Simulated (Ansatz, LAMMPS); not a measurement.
# Charge trapping in glassy 63GeO2-33Na2O-3Sc2O3 (mol %) (92 atoms), part 3 of 4

Aim: add and remove one electron in glassy 63GeO2-33Na2O-3Sc2O3 (mol %) (92 atoms), with atoms held and relaxed, and read trapping energy and localisation.

Ansatz 0.2.0; Kohn-Sham DFT, PBE, PAW (set soft_2), plane waves.

The cell: 19 Ge, 20 Na, 2 Sc and 51 O. The quench rate of 25 K/ps is many orders above laboratory rates. The starting topology of bonds comes from the classical model. Sampling is at Γ alone, for a cell whose shortest periodic width is 11 Å.

So far. Step 6 (An extra electron, atoms relaxed): The relaxation converged after 3 steps, 0.0305 eV below its start, with a largest force component of 0.038 eV/Å. Step 6 (An extra electron, atoms relaxed): An extra electron, atoms relaxed: the energy stands 6.42 eV above that of the reference. An odd electron should give 1 μB; this run ended with the carrier shared between both spins.

## (7) An extra electron, levels at the relaxed geometry

A single point at the new geometry gives levels and spin density.

File input.yaml:

```yaml
crystal:
  lattice:
    - [10.93102, 0.0, 0.0]
    - [0.0, 10.93102, 0.0]
    - [0.0, 0.0, 10.93102]
  atoms:
    - { symbol: Ge, position: [0.74401, 0.53405, 0.6259] }
    - { symbol: Ge, position: [0.23003, 0.05259, 0.79523] }
    - { symbol: Ge, position: [0.43463, 0.95424, 0.21115] }
    - { symbol: Ge, position: [0.80699, 0.40913, 0.17473] }
    - { symbol: Ge, position: [0.14325, 0.98414, 0.26235] }
    - { symbol: Ge, position: [0.49141, 0.04163, 0.91258] }
    [... 80 atom lines left out ...]
    - { symbol: O, position: [0.18397, 0.03388, 0.63384] }
    - { symbol: O, position: [0.78877, 0.90176, 0.7577] }
    - { symbol: O, position: [0.07534, 0.67483, 0.99037] }
    - { symbol: O, position: [0.50282, 0.21301, 0.93407] }
    - { symbol: O, position: [0.20081, 0.90902, 0.85216] }
    - { symbol: O, position: [0.39435, 0.07361, 0.77685] }
total_charge: -1
kpoints:
  mp_grid: { grid: [1, 1, 1] }
hamiltonian:
  xc: pbe
scf:
  occupations: { method: fermi_dirac, width: 0.01 }
  lower_state_search: "off"
output:
  forces: true
  stress: true
  populations: true
  dos:
    method: { smearing: { sigma: 0.15 } }
    de: 0.1
    projected: { site_lists: { Ge: [Ge], Na: [Na], O: [O], Sc: [Sc] } }
  eigenvalues: true
  write_density: true
  write_potential: true
  volumetric_format: npy
magnetization:
  spin_polarized: true
  initial_magnetization: 1
```

The run is started by

```
$ ansatz run input.yaml --threads 4 --pin off --max-ram 8192MiB --backend cpu --events-out ev --progress --plain --runs-dir out
```

The program printed:

```text
[...]
Crystal: 92 atoms, lattice volume = 1306.117 Å³
Basis set: ecut = 420 eV, 25533 PW (Γ), exchange–correlation on 150×150×150 points (8 copies of the dense FFT grid, shifted against one another)
Bands: 480, of which v1, the nominal top of the filled ones, is band 388 counted from 1 (387 counted from 0)
Symmetry: 1 space group operations
[...]
k-points: 1
[...]
Starting moments: Σ|m| = 1 μB on 92 of 92 sites
[...]
SCF iter   1: F=—  HF=-144613.845045 eV  |F-HF|=—  |Δ(HF+E_count)|=         —  Δρ=5.44e-2 (↑5.24e-2 ↓5.44e-2)  dr2=3.15e2  dr2_m=1.82e-1  M=1.000 μB ∫|m|=1.063 μB  β_m=1.00  ethr=3.10e-3  ⟨swp⟩=6.0  Hψ=3166  notcnv=0  defer=124
[...]
SCF iter   9: F=—  HF=-144571.180367 eV  |F-HF|=—  |Δ(HF+E_count)|=   5.49e-3  Δρ=8.58e-4 (↑8.50e-4 ↓8.58e-4)  dr2=4.08e-1  dr2_m=5.27e-5  M=0.164 μB ∫|m|=0.180 μB  β_m=0.82  ethr=8.86e-5  ⟨swp⟩=3.0  Hψ=1534  notcnv=0  defer=174
[...]
SCF iter  28: F=—  HF=-144571.088594 eV  |F-HF|=—  |Δ(HF+E_count)|=   2.60e-8  Δρ=1.28e-6 (↑1.28e-6 ↓1.23e-6)  dr2=1.76e-7  dr2_m=1.50e-9  M=0.003 μB ∫|m|=0.003 μB  β_m=0.95  ethr=4.19e-11  ⟨swp⟩=2.0  Hψ=1501  notcnv=0  defer=174
SCF iter  29: F=-144571.088594 eV  HF=-144571.088594 eV  |F-HF|=2.08e-8  |Δ(HF+E_count)|=   2.36e-8  Δρ=5.69e-7 (↑5.69e-7 ↓5.54e-7)  dr2=6.08e-8  dr2_m=3.58e-10  M=0.001 μB ∫|m|=0.002 μB  ethr=1.29e-11  ⟨swp⟩=15.0  Hψ=6955  notcnv=0
[...]
SCF 1 converged in 29 iterations: F = -144571.088594 eV  dr2 = 6.08e-8
[...]
SCF converged after 29 iterations
Magnetization: 0.0014 μB (387.5007 up, 387.4993 down)
Absolute magnetization: 0.0015 μB (∫|ρ↑−ρ↓|, with the PAW one-centre terms)
[...]
Per-site moments (μB) at R_I (Å): [(4.001479e-6, 0.718654), (2.266191e-6, 0.708755), (6.040904e-6, 0.715810), (2.340499e-6, 0.715470), (7.176022e-6, 0.728457), [...]
Free energy (F): -144571.088594 eV
[...]
Internal energy: -144571.074731 eV  (E = F + TS)
E sigma→0 (E₀):  -144571.081662 eV
Entropy (-TS):   -0.013863 eV (-0.151 meV/atom)
Fermi energy:    6.410192 eV
[...]
Σ components = -144571.088594   (vs F -144571.088594, Δ=0.00e0)
--- Forces (eV/Å), atoms counted from 1 ---
  atom   1  Ge     0.03556724    -0.00709561    -0.02708129
  atom   2  Ge     0.00355959     0.00324579    -0.00099054
  atom   3  Ge    -0.01516801    -0.01248463    -0.01819226
  atom   4  Ge     0.01352803    -0.00465946    -0.00245050
[...]
atom  92  O     -0.00147949     0.00263008     0.00143092
  max |Σ_I F_I| component: 1.52e-4 eV/Å
--- Stress (GPa, compression-positive) ---
        0.177941       0.594717      -0.410133
        0.594717      -1.023010       0.001081
       -0.410134       0.001081       0.617197
  P = ⅓ Tr σ = -0.0760 GPa (-0.760 kbar)
--- Band table (eV) ---
[...]
--- Löwdin populations: 92 sites ---
  site symbol       q [e]    m [muB]
     0     Ge     12.5819     0.0000
     1     Ge     12.5921     0.0000
     2     Ge     12.5737     0.0000
[...]
91      O      6.7828     0.0000
  spilling = 0.004462 (of n_electrons = 775.000000)
```

Run time: 43 s. Hardware: 4 threads of Intel Xeon 6975P-C (Granite Rapids), shared host; peak memory 3.4 GiB; 2.8 min of CPU time.

An extra electron, levels at the relaxed geometry: the energy stands 6.42 eV above that of the reference. An odd electron should give 1 μB; this run ended with the carrier shared between both spins.

The levels nearest the highest filled one (over half full), pooled over k-points and spins:

```
level less the highest filled one (eV)  occupation
                                 -2.14           1
                                 -2.00           1
                                 -2.00           1
                                     0       0.501
                                1.0e-4       0.499
                                  1.29           0
                                  1.29           0
                                  1.59           0
```

## (8) Neutral at the geometry of the electron

The neutral cell at the new geometry gives the energy of that geometry without the charge.

File input.yaml:

```yaml
crystal:
  lattice:
    - [10.93102, 0.0, 0.0]
    - [0.0, 10.93102, 0.0]
    - [0.0, 0.0, 10.93102]
  atoms:
    [... the 92 atom lines of step 7 ...]
kpoints:
  mp_grid: { grid: [1, 1, 1] }
hamiltonian:
  xc: pbe
scf:
  occupations: { method: gaussian, width: 0.025 }
output:
  forces: true
  stress: true
  populations: true
  dos:
    method: { smearing: { sigma: 0.15 } }
    de: 0.1
    projected: { site_lists: { Ge: [Ge], Na: [Na], O: [O], Sc: [Sc] } }
  eigenvalues: true
```

The program printed:

```text
[...]
Crystal: 92 atoms, lattice volume = 1306.117 Å³
Basis set: ecut = 420 eV, 25533 PW (Γ), exchange–correlation on 150×150×150 points (8 copies of the dense FFT grid, shifted against one another)
Bands: 479, of which v1, the nominal top of the filled ones, is band 387 counted from 1 (386 counted from 0)
Symmetry: 1 space group operations
[...]
k-points: 1
[...]
SCF iter   1: F=—  HF=-144577.480964 eV  |F-HF|=—  |Δ(HF+E_count)|=         —  Δρ=2.09e-3  dr2=6.88e-2  ethr=1.77e-3  ⟨swp⟩=6.0  Hψ=1834  notcnv=0  defer=66
[...]
SCF iter   9: F=—  HF=-144577.480265 eV  |F-HF|=—  |Δ(HF+E_count)|=   2.86e-7  Δρ=2.83e-6  dr2=1.17e-7  ethr=1.15e-10  ⟨swp⟩=2.0  Hψ=710  notcnv=0  defer=88
SCF iter  10: F=-144577.480265 eV  HF=-144577.480265 eV  |F-HF|=6.14e-9  |Δ(HF+E_count)|=   7.09e-8  Δρ=1.39e-6  dr2=2.68e-8  ethr=1.29e-11  ⟨swp⟩=9.0  Hψ=2072  notcnv=0
SCF 1 converged in 10 iterations: F = -144577.480265 eV  dr2 = 2.68e-8
[...]
SCF converged after 10 iterations
Free energy (F): -144577.480265 eV
[...]
Internal energy: -144577.480265 eV  (E = F + TS)
E sigma→0 (E₀):  -144577.480265 eV
Fermi energy:    5.408797 eV
[...]
Σ components = -144577.480265   (vs F -144577.480265, Δ=0.00e0)
--- Forces (eV/Å), atoms counted from 1 ---
  atom   1  Ge     0.12213989    -0.06366688    -0.03272723
  atom   2  Ge    -0.12375734     0.00259380     0.05039660
  atom   3  Ge     0.01501772    -0.01926829     0.00838788
  atom   4  Ge     0.09124563    -0.04867084     0.02816564
[...]
atom  92  O      0.16541625    -0.05851987     0.14453852
  max |Σ_I F_I| component: 7.00e-5 eV/Å
--- Stress (GPa, compression-positive) ---
       -0.211008       0.588724      -0.461370
        0.588724      -1.395662      -0.013433
       -0.461370      -0.013433       0.257207
  P = ⅓ Tr σ = -0.4498 GPa (-4.498 kbar)
--- Band table (eV) ---
[...]
--- Löwdin populations: 92 sites ---
  site symbol       q [e]
     0     Ge     12.5715
     1     Ge     12.5841
     2     Ge     12.5598
[...]
91      O      6.7755
  spilling = 0.004435 (of n_electrons = 774.000000)
```

The job ended after 11 s (4 threads; peak memory 2.1 GiB; 41 s of CPU time).

Neutral at the geometry of the electron: the energy stands 0.0304 eV above that of the reference.

## (9) An extra hole, atoms held

The electron count changes by one with the atoms held: a vertical process, on a uniform background, with spin and a narrow Fermi–Dirac smearing. Its energy against the neutral cell hangs on the program's zero of potential.

Changes to input.yaml since step 8:

```diff
@@ -6,3 +6,4 @@
   atoms:
-    [... the 92 atom lines of step 7 ...]
+    [... the 92 atom lines of step 4 ...]
+total_charge: 1
 kpoints:
@@ -12,3 +13,4 @@
 scf:
-  occupations: { method: gaussian, width: 0.025 }
+  occupations: { method: fermi_dirac, width: 0.01 }
+  lower_state_search: "off"
 output:
@@ -22 +24,7 @@
   eigenvalues: true
+  write_density: true
+  write_potential: true
+  volumetric_format: npy
+magnetization:
+  spin_polarized: true
+  initial_magnetization: 1
```

The program printed:

```text
[...]
Crystal: 92 atoms, lattice volume = 1306.117 Å³
Basis set: ecut = 420 eV, 25533 PW (Γ), exchange–correlation on 150×150×150 points (8 copies of the dense FFT grid, shifted against one another)
Bands: 479, of which v1, the nominal top of the filled ones, is band 387 counted from 1 (386 counted from 0)
Symmetry: 1 space group operations
[...]
k-points: 1
[...]
Starting moments: Σ|m| = 1 μB on 92 of 92 sites
[...]
SCF iter   1: F=—  HF=-144628.014553 eV  |F-HF|=—  |Δ(HF+E_count)|=         —  Δρ=5.58e-2 (↑5.58e-2 ↓5.39e-2)  dr2=3.04e2  dr2_m=2.39e-1  M=1.000 μB ∫|m|=1.064 μB  β_m=1.00  ethr=3.10e-3  ⟨swp⟩=6.0  Hψ=3178  notcnv=0  defer=126
[...]
SCF iter   4: F=—  HF=-144584.616145 eV  |F-HF|=—  |Δ(HF+E_count)|=    8.81e0  Δρ=1.55e-2 (↑1.43e-2 ↓1.55e-2)  dr2=1.36e1  dr2_m=6.56e-2  M=0.210 μB ∫|m|=0.343 μB  β_m=0.30  ethr=3.10e-3  ⟨swp⟩=4.0  Hψ=2438  notcnv=0  defer=176
[...]
SCF iter  17: F=—  HF=-144581.702587 eV  |F-HF|=—  |Δ(HF+E_count)|=   1.95e-2  Δρ=9.18e-3 (↑1.38e-3 ↓9.18e-3)  dr2=1.64e0  dr2_m=2.93e-1  M=1.000 μB ∫|m|=1.157 μB  β_m=0.30  ethr=1.41e-4  ⟨swp⟩=2.5  Hψ=951  notcnv=0  defer=176
[...]
spin-set hold released at iteration 17 (site moments' squared step at or under half its running peak, from the soft ceiling on): the magnetisation degrees of freedom join the quasi-Newton model from the next iteration; the mixer history was flushed
SCF iter  18: F=—  HF=-144581.988780 eV  |F-HF|=—  |Δ(HF+E_count)|=   2.86e-1  Δρ=1.37e-2 (↑2.77e-3 ↓1.37e-2)  dr2=5.41e0  dr2_m=3.94e-1  M=1.000 μB ∫|m|=1.162 μB  β_m=0.18  ethr=1.41e-4  ⟨swp⟩=4.5  Hψ=1160  notcnv=0  defer=176  recentre
SCF iter  19: F=—  HF=-144581.710886 eV  |F-HF|=—  |Δ(HF+E_count)|=   2.78e-1  Δρ=1.00e-2 (↑1.13e-3 ↓1.00e-2)  dr2=2.00e0  dr2_m=3.19e-1  M=0.935 μB ∫|m|=1.104 μB  β_m=0.13  ethr=1.41e-4  ⟨swp⟩=2.5  Hψ=1152  notcnv=0  defer=176
[...]
SCF iter  45: F=-144581.648086 eV  HF=-144581.648086 eV  |F-HF|=4.07e-9  |Δ(HF+E_count)|=  1.46e-10  Δρ=4.89e-7 (↑9.51e-8 ↓4.89e-7)  dr2=4.97e-9  dr2_m=8.51e-10  M=0.999 μB ∫|m|=1.112 μB  β_m=0.17  ethr=1.92e-12  ⟨swp⟩=4.0  Hψ=3626  notcnv=0
SCF iter  46: F=-144581.648086 eV  HF=-144581.648086 eV  |F-HF|=1.16e-10  |Δ(HF+E_count)|=  2.91e-11  Δρ=1.47e-7 (↑5.48e-8 ↓1.47e-7)  dr2=4.16e-10  dr2_m=8.08e-11  M=0.999 μB ∫|m|=1.112 μB  ethr=1.00e-12  ⟨swp⟩=4.0  Hψ=3428  notcnv=0
SCF 1 converged in 46 iterations: F = -144581.648086 eV  dr2 = 4.16e-10
[...]
SCF converged after 46 iterations
Magnetization: 0.9993 μB (386.9997 up, 386.0003 down)
Absolute magnetization: 1.1135 μB (∫|ρ↑−ρ↓|, with the PAW one-centre terms)
[...]
Per-site moments (μB) at R_I (Å): [(-0.000472192, 0.717254), (-0.000476627, 0.708076), (-3.475493e-5, 0.713922), (-0.000129007, 0.714481), (-0.000117349, [...]
Free energy (F): -144581.648086 eV
[...]
Internal energy: -144581.634634 eV  (E = F + TS)
E sigma→0 (E₀):  -144581.641360 eV
Entropy (-TS):   -0.013451 eV (-0.146 meV/atom)
Fermi energy:    3.989619 eV
[...]
Σ components = -144581.648086   (vs F -144581.648086, Δ=0.00e0)
--- Forces (eV/Å), atoms counted from 1 ---
  atom   1  Ge    -0.01691584     0.36024657     0.28779479
  atom   2  Ge     0.02911748     0.68659969    -0.38640547
  atom   3  Ge    -0.06415915    -0.06557939     0.08781130
  atom   4  Ge     0.36663192     0.13514976    -0.27007523
[...]
atom  92  O     -0.09616919    -0.04175511     0.07681566
  max |Σ_I F_I| component: 1.09e-4 eV/Å
--- Stress (GPa, compression-positive) ---
        0.606802       0.543347      -0.445914
        0.543347      -0.406630      -0.088385
       -0.445914      -0.088385       0.979027
  P = ⅓ Tr σ = 0.3931 GPa (3.931 kbar)
--- Band table (eV) ---
[...]
--- Löwdin populations: 92 sites ---
  site symbol       q [e]    m [muB]
     0     Ge     12.5579    -0.0042
     1     Ge     12.5620    -0.0077
     2     Ge     12.5468    -0.0004
[...]
91      O      6.7586     0.0287
  spilling = 0.004367 (of n_electrons = 773.000000)
```

The job ended after 61 s (4 threads; peak memory 3.4 GiB).

An extra hole, atoms held: the energy stands 4.14 eV below that of the reference, with a moment of 1.00 μB.

The levels nearest the highest filled one (over half full), pooled over k-points and spins:

| level less the highest filled one (eV) | occupation |
| --- | --- |
| -0.0631 | 0.999 |
| -0.0473 | 0.997 |
| -0.0293 | 0.979 |
| 0 | 0.718 |
| 0.0175 | 0.307 |
| 2.49 | 0 |
| 2.50 | 0 |
| 3.80 | 0 |

Spin density in the ac plane at fractional y = 0.392, with atoms of Ge and Na and O within 0.2 Å of it.

Values in units of 1e-2 e/Å³, 13 rows by 16 columns, each cell a mean:
```
 0.2  0.0  0.0  0.0  0.0  0.0  0.0  0.0  0.0  0.1  0.3  0.0  0.0  0.0  0.1  0.5
 1.2  0.0  0.0  0.0  0.0  0.0  0.0  0.0  0.0  0.0  0.0  0.0  0.0  0.0  0.1  2.2
 0.8  0.0  0.0  0.0  0.0  0.0  0.1  0.0  0.0  0.0  0.0  0.0  0.0  0.0  0.0  0.9
 0.0  0.0  0.0  0.0  0.0  0.0  0.0  0.0  0.0  0.0  0.0  0.0  0.0  0.0  0.0  0.0
 0.0  0.0  0.0  0.0  0.0  0.0  0.0  0.0  0.0  0.0  0.0  0.0  0.0  0.0  0.0  0.0
 0.0  0.0  0.0  0.0  0.0  0.0  0.0  0.0  0.0  0.0  0.0  0.0  0.0  0.1  0.2  0.0
 0.0  0.0  0.0  0.0  0.0  0.0  0.0  0.0  0.0  0.0  0.0  0.1  0.0  0.0  0.0  0.0
 0.0  0.0  0.0  0.0  0.0  0.0  0.0  0.0 -0.1  0.0  0.0  0.0  0.0  0.0  0.0  0.0
 0.0  0.0  0.0 -0.1  0.0  0.0  0.0  0.0 -0.1  0.0  0.0  0.0  0.0  0.1  0.2  0.1
 0.0  0.0  0.0  0.0  0.0  0.0  0.0  0.0  0.0  0.4  2.1  0.2  0.0  0.0  0.5  0.5
 0.0  0.1  0.0  0.0  0.0  0.3  1.2  0.1  0.0  0.7  3.2  0.1  0.0  0.0  0.0  0.0
 0.2  1.6  0.4  0.0  0.2  2.5  4.6  0.4  0.0  0.0  0.0  0.0  0.0  0.0  0.0  0.0
 0.0  0.3  0.0  0.0  0.1  0.7  0.1  0.0  0.0  0.0  0.0  0.0  0.0  0.0  0.0  0.0
```
Columns run along a (10.9 Å), rows up along c (10.9 Å). Atoms in or near the plane, at fractional coordinates: Ge at (0.81, 0.17), Ge at (0.31, 0.46), Ge at (0.58, 0.38), Na at (0.08, 0.67), O at (0.37, 0.11), O at (0.65, 0.23), O at (0.41, 0.77), O at (0.63, 0.95), O at (0.98, 0.87), O at (0.21, 0.33).

## (10) An extra hole, atoms relaxed

The atoms now respond to the charge; the energy gained comes from screening by the atoms, from trapping if the charge localises, and from any strain left in the reference.

Input and log are left out; they have the form of those shown for this kind of step.

Elapsed: 7.1 min, on 4 threads of Intel Xeon 6975P-C (Granite Rapids), shared host; peak memory 3.3 GiB.

The relaxation converged after 25 steps, 0.414 eV below its start, with a largest force component of 0.050 eV/Å.

An extra hole, atoms relaxed: the energy stands 4.55 eV below that of the reference, with a moment of 1.00 μB.

## (11) An extra hole, levels at the relaxed geometry

A single point at the new geometry gives levels and spin density.

Input and log are left out; they have the form of those shown for this kind of step.

Run time: 35 s. Hardware: 4 threads of Intel Xeon 6975P-C (Granite Rapids), shared host; peak memory 3.4 GiB.

An extra hole, levels at the relaxed geometry: the energy stands 4.55 eV below that of the reference, with a moment of 1.00 μB.

Local excerpt of 12 atoms (numbers count through the whole input) about O70, which holds the most spin; x, y, z are measured from there.

```
atom      x      y      z  distance (Å)  Löwdin charge (e)  moment (μB)
 O70   0.00   0.00   0.00          0.00              -0.64         0.43
Ge19   1.55  -1.11   0.57          1.99               1.47         0.00
Ge15  -1.27  -0.96   1.35          2.09               1.49         0.00
 O43  -0.70  -1.11  -2.04          2.43              -0.75         0.34
 O83   0.18  -2.04   1.40          2.48              -0.75         0.00
Na39  -1.04   2.27   0.10          2.50               0.81         0.00
Na31   0.83   0.54  -2.33          2.53               0.79         0.00
 O44   2.14   0.30   1.56          2.66              -0.76         0.02
 O58  -1.19   0.61   2.32          2.68              -0.76         0.02
 O46   2.25  -0.94  -1.15          2.70              -0.80         0.00
 O86  -2.63  -0.97   0.14          2.80              -0.76         0.00
Ge16  -2.28  -0.50  -1.56          2.81               1.45         0.00
```

The distance from O70 to O43 changes most, from 3.23 Å in the neutral cell to 2.43 Å.

The levels nearest the highest filled one (over half full), pooled over k-points and spins:

| level less the highest filled one (eV) | occupation |
| --- | --- |
| -0.164 | 1 |
| -0.161 | 1 |
| -0.0057 | 1 |
| 0 | 1 |
| 0.235 | 0 |
| 2.08 | 0 |
| 2.08 | 0 |
| 3.42 | 0 |

(Continued in part 4 of 4.)

[Long decimals in the printed logs are rounded to 6 places.]

[Logs are printed without paths, hosts, clocks, repeated set-up lines and the standing remarks that a program may print on its own settings, such as how far it seeks lower states.]

[Hosts, paths, dates, database ids (printed as entryN), source tags and the programs' standing remarks are cut or masked in the printed files.]
